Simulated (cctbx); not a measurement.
# Which space group?

Cell: a = 4.4700 Å, b = 15.7420 Å, c = 18.2950 Å, α = 90.00°, β = 90.00°, γ = 90.00°. Expected content of the cell: La8 Cs4 Te8 Cr12 Na12.

The data are simulated with cctbx, not measured: Mo Kα, λ = 0.71073 Å, to d = 0.75 Å, 95 % of the full sphere, strongest reflection 40000 counts, noise from counting, a 4 % proportional error and a noise floor of 8 counts (s.d.); no absorption.

A first pass over the reflections prints:

```text
12030 reflections to d = 0.750 A
centring   violations  <I/sigma> of those
    A       2341 of  6050      5.9
    B       2341 of  5981      6.0
    C          0 of  6041     -0.0
    I       2281 of  6033      5.7
    R       3134 of  8009      5.9
    F       2341 of  9036      3.9
Laue class    unique    Rint  (classes that these axes allow; Friedel mates merged)
C 1 2/m 1        1640   0.036
C 2/m 1 1        1782   0.036
C m m m           951   0.039
space group    extra absences  I>4sigma  <I/sigma>
C 2 2 21               22          0      -0.0  acentric
C 2 2 2                 0          0         -  acentric
C m m 2                 0          0         -  acentric
C m c 21               97          0      -0.2  acentric
C 2 m m                 0          0         -  acentric
C m 2 m                 0          0         -  acentric
C 2 c m                97          0      -0.2  acentric
C m c m                97          0      -0.2  centric
C m m m                 0          0         -  centric
Wilson B = 1.71 A^2   <|E^2-1|> = 0.872 (0.968 centric, 0.736 acentric)   E^2>4: 3.3 %
shell (A)         n   <I/sigma>
18.30 - 1.50    139     33.0
 1.50 - 1.19    126     34.9
 1.19 - 1.04    120     26.4
 1.04 - 0.95    119     27.5
 0.95 - 0.88    110     26.9
 0.88 - 0.83    126     24.0
 0.83 - 0.78    108     19.6
 0.78 - 0.75    103     21.6
```

**Question.** What are the lattice type, the Laue class and the likely space group?

The reflections that C centring forbids are absent (⟨I/σ⟩ near 0), so the lattice is C.

Rint stays low (0.036 to 0.039) up to C m m m, the highest class in these axes.

9 settings pass the absence test. The most absences obeyed, 97, belong to C m c 21, C 2 c m and C m c m, which absences can't tell apart.

⟨|E²−1|⟩ = 0.872 lies between the two ideal values. The Wilson B of 1.71 Å² means U ≈ 0.0217 Å².

The true group is Cmcm (no. 63), Laue class mmm, centrosymmetric. The tables only narrow the choice to the tied entries; cell content, site symmetry and trial solutions must settle it.

The model is made up (kin elements in a known structure type, no relaxation), so it says nothing on whether the phase exists.

[Logs are printed without paths, hosts, clocks, repeated set-up lines and the standing remarks that a program may print on its own settings, such as how far it seeks lower states.]
